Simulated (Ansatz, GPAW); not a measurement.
# Geometry or basis: what sets the conductance of benzene-1,4-dithiol between two Pd chains

Wanted: T(E) of benzene-1,4-dithiol between two Pd chains at a relaxed geometry in two programs, beside the unrelaxed structure.

Main program and level: GPAW 26.7.0 and Ansatz 0.2.0; Ansatz plane waves; relaxation of the junction with the lead ends held; PAW set soft_1, in the first sound run; inputs show where later runs differ.

Report form: the programs' logs are mostly left out.

### 1. The starting structure

The cell holds 28 atoms: 16 Pd, 2 S, 4 H and 6 C. Its edges and angles: a = 11.442 Å, b = 9.000 Å, c = 46.373 Å, α = 90.0°, β = 90.0°, γ = 90.0°. Regions: left lead, 8 atoms (8 Pd); channel, 12 atoms (2 S, 4 H and 6 C); right lead, 8 atoms (8 Pd). Vacuum lies along a and b. The structure is stacked along c, and the current runs across the ab planes.

### 2. Relaxation

Transmission follows bond lengths closely, so the atoms between the held lead ends are relaxed first, from a slightly shaken start that lets symmetry break.

File input.yaml:

```yaml
crystal:
  lattice:
    - [11.4421473904, 0.0, 0.0]
    - [0.0, 9.0, 0.0]
    - [0.0, 0.0, 46.3729252589]
  atoms:
    - { symbol: Pd, position: [0.5, 0.5, 0.0269553838] }
    - { symbol: Pd, position: [0.5, 0.5, 0.0808661515] }
    - { symbol: Pd, position: [0.5, 0.5, 0.1347769192] }
    - { symbol: Pd, position: [0.5, 0.5, 0.1886876869] }
    - { symbol: Pd, position: [0.5, 0.5, 0.2425984545] }
    - { symbol: Pd, position: [0.5, 0.5, 0.2965092222] }
    - { symbol: Pd, position: [0.4968357789, 0.5004378597, 0.3502705511] }
    - { symbol: Pd, position: [0.4986255684, 0.5009711253, 0.4049313535] }
[... 16 atom lines left out ...]
    - { symbol: Pd, position: [0.5, 0.5, 0.8113123131] }
    - { symbol: Pd, position: [0.5, 0.5, 0.8652230808] }
    - { symbol: Pd, position: [0.5, 0.5, 0.9191338485] }
    - { symbol: Pd, position: [0.5, 0.5, 0.9730446162] }
kpoints:
  mp_grid: { grid: [1, 1, 2] }
hamiltonian:
  xc: pbe
  pseudopotentials: { kind: paw, azcp: { folder: soft_1 } }
scf:
  occupations: { method: fermi_dirac, width: 0.1 }
relax:
  f_tol: 0.03
  max_steps: 80
  constraints: [{ sites: [0, 1, 2, 3, 4, 5, 22, 23, 24, 25, 26, 27] }]
```

Run with:

```bash
> ansatz run input.yaml --threads 4 --pin off --max-ram 8192MiB --backend cpu --events-out ev --progress --plain --runs-dir out
```

The job ended after 9.4 min (4 threads of Arm Neoverse V2, shared host; peak memory 5.2 GiB; 36 min of CPU time).

Relaxation path:

```tsv
step	energy less that of the first step (eV)	largest force component (eV/Å)
1	0.0000	8.8109
2	-0.9557	2.5575
3	-1.1698	1.3071
4	-1.3056	0.1815
5	-1.3512	0.1733
6	-1.4056	0.2179
7	-1.4389	0.1206
8	-1.4362	0.3562
9	-1.4497	0.0316
10	-1.4560	0.0565
11	-1.4609	0.0929
12	-1.4654	0.0755
13	-1.4704	0.0507
14	-1.4729	0.0398
15	-1.4737	0.0269
16	-1.4740	0.0180
```

Relaxation step 8 was tried and not accepted.

The atoms that moved most (Å):

```tsv
atom	dx	dy	dz	length
H10	0.283	-1.149	0.225	1.205
H16	-0.041	-1.153	0.302	1.193
C15	-0.049	-1.162	0.231	1.186
S20	-0.271	-1.137	0.162	1.180
H19	-0.276	-1.125	-0.212	1.178
H13	-0.020	-1.111	-0.337	1.162
C14	0.094	-1.136	-0.159	1.151
S9	0.294	-1.091	-0.101	1.134
```

This step gave:

- free energy: -114900.8746 eV
- smearing term TS: 1.660 eV
- symmetry operations: 1

The relaxation lowered the energy of the cell by 1.47 eV.

### 3. Plane waves, PBE

A plane-wave run comes first: its basis does not favour the atoms, so it serves as the reference for the orbital bases.

This step: Ansatz plane waves; Landauer transmission by layers, zero bias; PAW set soft_1 (Ansatz 0.2.0).

File input.yaml:

```yaml
crystal:
  lattice:
    - [11.4421473904, 0.0, 0.0]
    - [0.0, 9.0, 0.0]
    - [0.0, 0.0, 46.3729252589]
  atoms:
    - { symbol: Pd, position: [0.5, 0.5, 0.0269553838] }
    - { symbol: Pd, position: [0.5, 0.5, 0.0808661515] }
    - { symbol: Pd, position: [0.5, 0.5, 0.1347769192] }
    - { symbol: Pd, position: [0.5, 0.5, 0.1886876869] }
    - { symbol: Pd, position: [0.5, 0.5, 0.2425984545] }
    - { symbol: Pd, position: [0.5, 0.5, 0.2965092222] }
    - { symbol: Pd, position: [0.4426227498, 0.5238147309, 0.3485900915] }
    - { symbol: Pd, position: [0.5344224843, 0.502413109, 0.399722798] }
[... 16 atom lines left out ...]
    - { symbol: Pd, position: [0.5, 0.5, 0.8113123131] }
    - { symbol: Pd, position: [0.5, 0.5, 0.8652230808] }
    - { symbol: Pd, position: [0.5, 0.5, 0.9191338485] }
    - { symbol: Pd, position: [0.5, 0.5, 0.9730446162] }
kpoints:
  mp_grid: { grid: [1, 1, 2] }
hamiltonian:
  xc: pbe
  pseudopotentials: { kind: paw, azcp: { folder: soft_1 } }
scf:
  occupations: { method: fermi_dirac, width: 0.1 }
output:
  transmission:
    leads: [[0, 1]]
    e_range: [-2, 2]
    de: 0.025
    kmesh: [1, 1]
    reduced_basis: true
  write_potential: true
  write_density: true
  volumetric_format: npy
```

Run time: 2.1 h. Hardware: 4 threads; peak memory 6.9 GiB; 7.1 h of CPU time.

Numbers from this step:

| Item | Value |
| --- | --- |
| free energy | -114900.8742 eV |
| lead level | 0 eV from the Fermi level |
| transmission at the Fermi level (one spin) | 0.07385 |
| open channels of the lead at the Fermi level (one spin) | 4 |
| step of the potential along the lead | 1.4 meV |
| offset of the lead | 0 Å |
| filling of the lead less its bulk value, in size | 10.9 meV |
| conductance | 0.07536 G₀ |

One spin. Table of transmission, zone mean by energy, zero at the Fermi level:

```tsv
energy (eV)	transmission, zone mean
-2.000	0.0317
-1.900	0.785
-1.875	0.929
-1.800	0.239
-1.700	0.139
-1.600	0.118
-1.500	0.0798
-1.400	0.0379
-1.300	0.0157
-1.200	0.00915
-1.100	0.00818
-1.000	0.0223
-0.900	0.203
-0.825	1.03
-0.800	0.896
-0.700	0.510
-0.600	0.220
-0.500	0.997
-0.450	1.10
-0.400	0.400
-0.300	0.0916
-0.200	0.0586
-0.100	0.0583
0.000	0.0738
0.100	0.109
0.200	0.00806
0.300	0.00492
0.400	0.00349
0.500	0.00260
0.600	0.00199
0.700	0.00152
0.800	0.00117
0.900	8.8e-4
1.000	6.6e-4
1.100	4.8e-4
1.200	3.3e-4
1.300	2.2e-4
1.400	1.3e-4
1.500	6.3e-5
1.600	1.9e-5
1.700	4.0e-7
1.800	1.2e-5
1.900	6.4e-5
2.000	1.7e-4
```

One spin. Open channels, zone mean against energy, zero at the Fermi level:

```tsv
energy (eV)	open channels, zone mean
-2.000	3
-1.800	3
-1.600	3
-1.400	3
-1.200	3
-1.000	5
-0.800	5
-0.600	5
-0.400	4
-0.200	4
0.000	4
0.200	1
0.400	1
0.600	1
0.800	1
1.000	1
1.200	1
1.400	1
1.600	1
1.800	1
2.000	1
```

Crystal 0, spin -, k parallel (0, 0); distinct values, listed up to 1.5 1/Å. Table of Im kz of the slowest decaying states by energy, zero at the Fermi level:

```tsv
energy (eV)	decay 1 (Å⁻¹)	decay 2 (Å⁻¹)	decay 3 (Å⁻¹)	decay 4 (Å⁻¹)
-2.0000	0.728	0.818	0.819	1.32
-1.7500	0.666	0.702	0.703	1.30
-1.5000	0.541	0.542	0.596	1.27
-1.2500	0.241	0.242	0.515	1.25
-1.0000	0.418	1.22	1.26	1.26
-0.7500	0.291	1.19	1.23	1.24
-0.5000	0.267	0.267	1.17	1.21
-0.2500	0.520	0.520	1.14	1.18
0.0000	0.656	1.11	1.15	1.16
0.2500	0.118	0.118	0.143	0.752
0.5000	0.205	0.205	0.266	0.825
0.7500	0.255	0.255	0.348	0.884
1.0000	0.288	0.289	0.411	0.933
1.2500	0.310	0.311	0.464	0.973
1.5000	0.323	0.324	0.509	0.945
1.7500	0.328	0.330	0.548	0.916
2.0000	0.324	0.327	0.582	0.888
```

Crystal 0, spin -, k parallel (0, 0). The Re kz of states that move upwards by energy, zero at the Fermi level:

```tsv
energy (eV)	channel 1 (Å⁻¹)	channel 2 (Å⁻¹)	channel 3 (Å⁻¹)	channel 4 (Å⁻¹)	channel 5 (Å⁻¹)
-2.0000	-0.781	-0.781	0.603	-	-
-1.7500	-0.694	-0.694	0.646	-	-
-1.5000	-0.616	-0.615	0.689	-	-
-1.2500	-0.542	-0.542	0.735	-	-
-1.0000	-0.470	-0.470	0.487	0.487	0.783
-0.7500	-0.399	-0.398	0.819	0.819	0.837
-0.5000	-0.325	-0.325	0.0754	0.899	-
-0.2500	-0.244	-0.243	0.307	0.975	-
0.0000	-0.141	-0.140	0.425	1.08	-
0.2500	0.513	-	-	-	-
0.5000	0.584	-	-	-	-
0.7500	0.644	-	-	-	-
1.0000	0.695	-	-	-	-
1.2500	0.740	-	-	-	-
1.5000	0.781	-	-	-	-
1.7500	0.818	-	-	-	-
2.0000	0.853	-	-	-	-
```

The electrostatic potential energy of an electron (with the applied field's), less the Fermi level, planar mean oscillates, so the rows of the table below give means over windows of 2.46 Å about each position, cut where the curve ends. Its first 14 maxima inside the range that stand out by 2 % of the span (Å: eV): 2.5: 5.09, 5.1: 5.09, 7.5: 5.09, 10.0: 5.07, 12.5: 5.06, 14.9: 4.95, 17.4: 4.77, 19.4: 4.37, 21.0: 4.33, 23.0: 3.42, 25.4: 4.33, 27.0: 4.37, 29.0: 4.76, 31.4: 4.95. Its first 14 minima: 1.3: 3.78, 3.8: 3.77, 6.2: 3.77, 8.7: 3.77, 11.3: 3.75, 13.8: 3.71, 16.2: 3.62, 18.5: 3.53, 20.3: 3.85, 22.0: 3.21, 24.3: 3.21, 26.1: 3.85, 27.8: 3.52, 30.1: 3.62.

The electrostatic potential energy of an electron (with the applied field's), less the Fermi level, planar mean by z; means over each step:

```tsv
z (Å)	electrostatic potential energy of an electron (with the applied field's), less the Fermi level, planar mean (eV)
1.23	4.47
3.69	4.47
6.15	4.47
8.61	4.46
11.07	4.44
13.53	4.41
15.99	4.30
18.45	4.13
20.91	3.87
23.37	3.33
25.83	4.01
28.29	4.17
30.75	4.31
33.21	4.43
35.67	4.45
38.13	4.47
40.59	4.47
43.05	4.48
45.51	4.33
```

The valence density, planar mean oscillates, so the rows of the table below give means over windows of 2.46 Å about each position, cut where the curve ends. Its first 14 maxima inside the range that stand out by 2 % of the span (Å: e/Å³): 1.3: 0.169, 3.8: 0.170, 6.2: 0.170, 8.7: 0.169, 11.3: 0.169, 13.8: 0.170, 16.2: 0.168, 18.5: 0.172, 20.0: 0.0390, 22.6: 0.0755, 23.8: 0.0754, 26.4: 0.0389, 27.8: 0.172, 30.1: 0.168. Its first 14 minima: 2.5: 0.0117, 5.1: 0.0119, 7.5: 0.0117, 10.0: 0.0116, 12.5: 0.0118, 14.9: 0.0129, 17.4: 0.0126, 19.6: 0.0347, 20.9: 0.0327, 23.2: 0.0665, 25.5: 0.0326, 27.0: 0.0348, 29.0: 0.0127, 31.4: 0.0129.

Table of valence density, planar mean by z; means over each step:

```tsv
z (Å)	valence density, planar mean (e/Å³)
1.23	0.0709
3.69	0.0709
6.15	0.0709
8.61	0.0708
11.07	0.0708
13.53	0.0710
15.99	0.0715
18.45	0.0755
20.91	0.0444
23.37	0.0714
25.83	0.0396
28.29	0.0737
30.75	0.0721
33.21	0.0705
35.67	0.0704
38.13	0.0705
40.59	0.0706
43.05	0.0706
45.51	0.0856
```

T at the Fermi level is 0.0738 of 4 open channels a spin.

### 4. Double-zeta polarised basis

The script solves lead and junction separately, takes H and S in the orbital basis, and joins semi-infinite leads through their self-energies; the dzp basis is the working standard.

This step: GPAW LCAO, PAW setups; Landauer transmission from Green's functions with principal layers (ASE), zero bias (GPAW 26.7.0).

File run.py:

```python
import json
import numpy as np
from ase import Atoms
from ase.transport.calculators import TransportCalculator
from gpaw import GPAW, FermiDirac
from gpaw.lcao.tools import get_lcao_hamiltonian
from scipy.linalg import eigh

# The junction with lead layers at both ends, along the third cell vector
device = Atoms(
    ['Pd', 'Pd', 'Pd', 'Pd', 'Pd', 'Pd', 'Pd', 'Pd', 'S', 'H', 'C', 'C', 'H', 'C', 'C', 'H', 'C', 'C', 'H', 'S', 'Pd', 'Pd', 'Pd', 'Pd', 'Pd', 'Pd', 'Pd', 'Pd'],
    positions=[
        [5.72107, 4.50000, 1.25000],
        [5.72107, 4.50000, 3.75000],
        [5.72107, 4.50000, 6.25000],
        [5.72107, 4.50000, 8.75000],
        [5.72107, 4.50000, 11.25000],
        [5.72107, 4.50000, 13.75000],
        [5.06455, 4.71433, 16.16514],
        [6.11494, 4.52172, 18.53632],
        [4.67797, 4.59007, 20.20964],
        [7.44513, 4.60579, 21.38993],
        [5.31596, 4.60006, 21.81907],
        [6.69187, 4.60286, 22.17874],
        [3.30027, 4.60761, 22.63069],
        [4.36113, 4.60436, 22.88337],
        [7.07994, 4.60300, 23.50270],
        [8.14083, 4.60427, 23.75530],
        [4.74922, 4.60191, 24.20729],
        [6.12515, 4.59837, 24.56687],
        [3.99608, 4.60418, 24.99627],
        [6.76340, 4.58091, 26.17622],
        [5.32620, 4.49124, 27.84786],
        [6.36734, 4.77413, 30.21198],
        [5.72107, 4.50000, 32.62293],
        [5.72107, 4.50000, 35.12293],
        [5.72107, 4.50000, 37.62293],
        [5.72107, 4.50000, 40.12293],
        [5.72107, 4.50000, 42.62293],
        [5.72107, 4.50000, 45.12293]],
    cell=[[11.44215, 0.0, 0.0], [0.0, 9.0, 0.0], [0.0, 0.0, 46.37293]],
    pbc=True)

# One principal layer of the lead: the first 5 atoms of the device
lead = Atoms(
    ['Pd', 'Pd', 'Pd', 'Pd', 'Pd'],
    positions=[
        [5.72107, 4.50000, 1.25000],
        [5.72107, 4.50000, 3.75000],
        [5.72107, 4.50000, 6.25000],
        [5.72107, 4.50000, 8.75000],
        [5.72107, 4.50000, 11.25000]],
    cell=[[11.44215, 0.0, 0.0], [0.0, 9.0, 0.0], [0.0, 0.0, 12.5]],
    pbc=True)

settings = dict(mode='lcao', basis='dzp', xc='PBE', h=0.2,
                occupations=FermiDirac(0.1), maxiter=250,
                mixer=dict(beta=0.1, nmaxold=8, weight=100.0),
                convergence=dict(density=0.0001))
energies = np.arange(-2, 2 + 1e-9, 0.025)
eta = 0.0001
n1, n2 = 1, 1
# k and -k transmit alike, so half of the mesh across the current serves
mesh = [(i, j) for i in range(n1) for j in range(n2) if (i, j) <= (-i % n1, -j % n2)]
weights = np.array([1 if (i, j) == (-i % n1, -j % n2) else 2 for i, j in mesh]) / (n1 * n2)

# [... helper functions left out ...]
fermi_lead = ground_state(lead, (1, 1, 9), 'lead.txt')
fermi_device = ground_state(device, (1, 1, 2), 'device.txt')
# [... loop over the mesh left out, but for ...]
        # Shift the lead onto the potential of the device's first layer
        shift = ((H[:, 0, 0] - H0[:, 0, 0]) / S0[0, 0]).real.mean()
# [...]
kT = 8.617333e-5 * 300
bias = [0.1, 0.2, 0.5, 1.0, 1.5, 2.0]
# [... integrals and printing left out ...]
```

Run with:

```bash
> OMP_NUM_THREADS=1 OPENBLAS_NUM_THREADS=1 python run.py
```

It took 6.9 min on 1 thread; peak memory 2.1 GiB.

Numbers from this step:

| Quantity | Value |
| --- | --- |
| conductance | 0.07016 G₀ |
| largest coupling past the next principal layer | 1.07e-4 eV |
| largest misfit of the first principal layer | 0.03161 eV |
| shift that aligns the lead | -0.001821 eV |
| basis functions of the junction | 556 |
| basis functions of a principal layer | 135 |
| transmission at the Fermi level (one spin) | 0.06954 |

One spin. The transmission, zone mean by energy, zero at the Fermi level:

energy (eV), log10 transmission, zone mean and a bar from the least value:
```
   -2.000       -1.6 #####################
   -1.900       -0.3 ############################
   -1.875        0.0 #############################
   -1.800       -0.6 ##########################
   -1.700       -0.9 #########################
   -1.600       -0.9 #########################
   -1.500       -0.9 #########################
   -1.400       -1.1 ########################
   -1.300       -1.4 ######################
   -1.200       -1.7 #####################
   -1.100       -1.9 ###################
   -1.000       -1.9 ###################
   -0.900       -1.2 #######################
   -0.800        0.0 ##############################
   -0.700       -0.5 ###########################
   -0.600       -0.5 ###########################
   -0.500       -0.6 ##########################
   -0.425        0.1 ##############################
   -0.400        0.0 #############################
   -0.300       -0.9 ########################
   -0.200       -1.2 #######################
   -0.100       -1.2 #######################
    0.000       -1.2 #######################
    0.100       -1.0 ########################
    0.200       -2.2 ##################
    0.300       -2.4 #################
    0.400       -2.5 ################
    0.500       -2.7 ################
    0.600       -2.8 ###############
    0.700       -2.9 ##############
    0.800       -3.0 ##############
    0.900       -3.1 #############
    1.000       -3.3 ############
    1.100       -3.4 ###########
    1.200       -3.6 ##########
    1.300       -3.8 #########
    1.400       -4.1 ########
    1.500       -4.5 ######
    1.600       -5.4 #
    1.700       -5.6 
    1.800       -4.5 ######
    1.900       -4.0 #########
    2.000       -3.6 ##########
```

Crossings of the lead's bands, unfolded to its shortest repeat. The open channels, zone mean by energy, zero at the Fermi level:

energy (eV), open channels, zone mean and a bar from the least value:
```
   -2.000       3.00 ###############
   -1.900       3.00 ###############
   -1.800       3.00 ###############
   -1.700       3.00 ###############
   -1.600       3.00 ###############
   -1.500       3.00 ###############
   -1.400       3.00 ###############
   -1.300       3.00 ###############
   -1.200       3.00 ###############
   -1.100       3.00 ###############
   -1.000       5.00 ##############################
   -0.900       5.00 ##############################
   -0.800       5.00 ##############################
   -0.700       5.00 ##############################
   -0.600       5.00 ##############################
   -0.500       5.00 ##############################
   -0.400       4.00 ######################
   -0.300       4.00 ######################
   -0.200       4.00 ######################
   -0.100       4.00 ######################
    0.000       4.00 ######################
    0.100       4.00 ######################
    0.200       1.00 
    0.300       1.00 
    0.400       1.00 
    0.500       1.00 
    0.600       1.00 
    0.700       1.00 
    0.800       1.00 
    0.900       1.00 
    1.000       1.00 
    1.100       1.00 
    1.200       1.00 
    1.300       1.00 
    1.400       1.00 
    1.500       1.00 
    1.600       1.00 
    1.700       1.00 
    1.800       1.00 
    1.900       1.00 
    2.000       1.00
```

Not self-consistent under bias; the bias window is split evenly. The current through one cell, from the zero-bias transmission by bias:

```tsv
bias (V)	current through one cell, from the zero-bias transmission (μA)
0.100	0.541
0.200	1.04
0.500	2.04
1.000	10.8
1.500	17.7
2.000	23.3
```

The transmission of the three most open eigenchannels by energy, zero at the Fermi level:

```tsv
energy (eV)	channel 1	channel 2	channel 3
-2.000	0.0267	1.6e-4	4.0e-5
-1.800	0.269	2.4e-4	8.7e-5
-1.600	0.121	5.3e-4	9.6e-5
-1.400	0.0838	0.00105	4.1e-5
-1.200	0.0189	5.6e-4	5.1e-4
-1.000	0.00892	0.00182	0.00161
-0.800	0.985	0.0355	5.7e-5
-0.600	0.298	0.0227	4.9e-5
-0.400	0.742	0.195	6.9e-4
-0.200	0.0390	0.0207	2.7e-4
0.000	0.0536	0.0158	1.4e-4
0.200	0.00679	2.5e-11	9.2e-12
0.400	0.00297	2.7e-11	0
0.600	0.00167	2.7e-11	0
0.800	9.6e-4	2.7e-11	0
1.000	5.2e-4	2.7e-11	0
1.200	2.4e-4	3.0e-11	0
1.400	8.0e-5	4.2e-11	0
1.600	4.4e-6	3.0e-10	0
1.800	3.2e-5	1.4e-11	0
2.000	2.4e-4	1.4e-12	0
```

At the Fermi level T is 0.0695 against 0.0738 in plane waves. Couplings past the next layer reach 1.1e-4 eV, small enough to drop; the matrix elements of the cell's first layer differ from the bulk lead's by up to 0.032 eV. That layer keeps its own values in the calculation, and only beyond it is the lead taken as perfect. The Fermi levels of lead and junction count from different zeros of potential, one for each periodic cell; with both set to zero, the small remaining shift is what aligns them. By hand: G = 0.07016 × 77.48 μS = 5.44 μS, a resistance of 184 kΩ; at 0.1 V a linear junction would pass 0.544 μA, and the integral over the bias window gives 0.541 μA.

### 5. Single-zeta polarised basis

The second zeta is dropped, the polarisation orbitals stay.

Changes to run.py since step 4:

```diff
@@ -55,3 +55,3 @@
 
-settings = dict(mode='lcao', basis='dzp', xc='PBE', h=0.2,
+settings = dict(mode='lcao', basis='szp(dzp)', xc='PBE', h=0.2,
                 occupations=FermiDirac(0.1), maxiter=250,
```

Run time: 4.1 min. Hardware: 1 thread; peak memory 2 GiB.

Numbers from this step:

```
conductance                                    : 0.05173 G₀
largest coupling past the next principal layer : 1.09e-4 eV
largest misfit of the first principal layer    : 0.04341 eV
shift that aligns the lead                     : -3.93e-4 eV
basis functions of the junction                : 328
basis functions of a principal layer           : 75
transmission at the Fermi level (one spin)     : 0.06291
```

The conductance, 0.0517 G₀, lies 26 % below that of the dzp run. At 0.1 eV T drops to or jumps from 0.00243 where the lead's channel count changes: a band edge of the lead lies in the thermal window, and enters the average.

[end of part 1 of 2]

[Logs are printed without paths, hosts, clocks, repeated set-up lines and the standing remarks that a program may print on its own settings, such as how far it seeks lower states.]

[Hosts, paths, dates, database ids (printed as entryN), source tags and the programs' standing remarks are cut or masked in the printed files.]
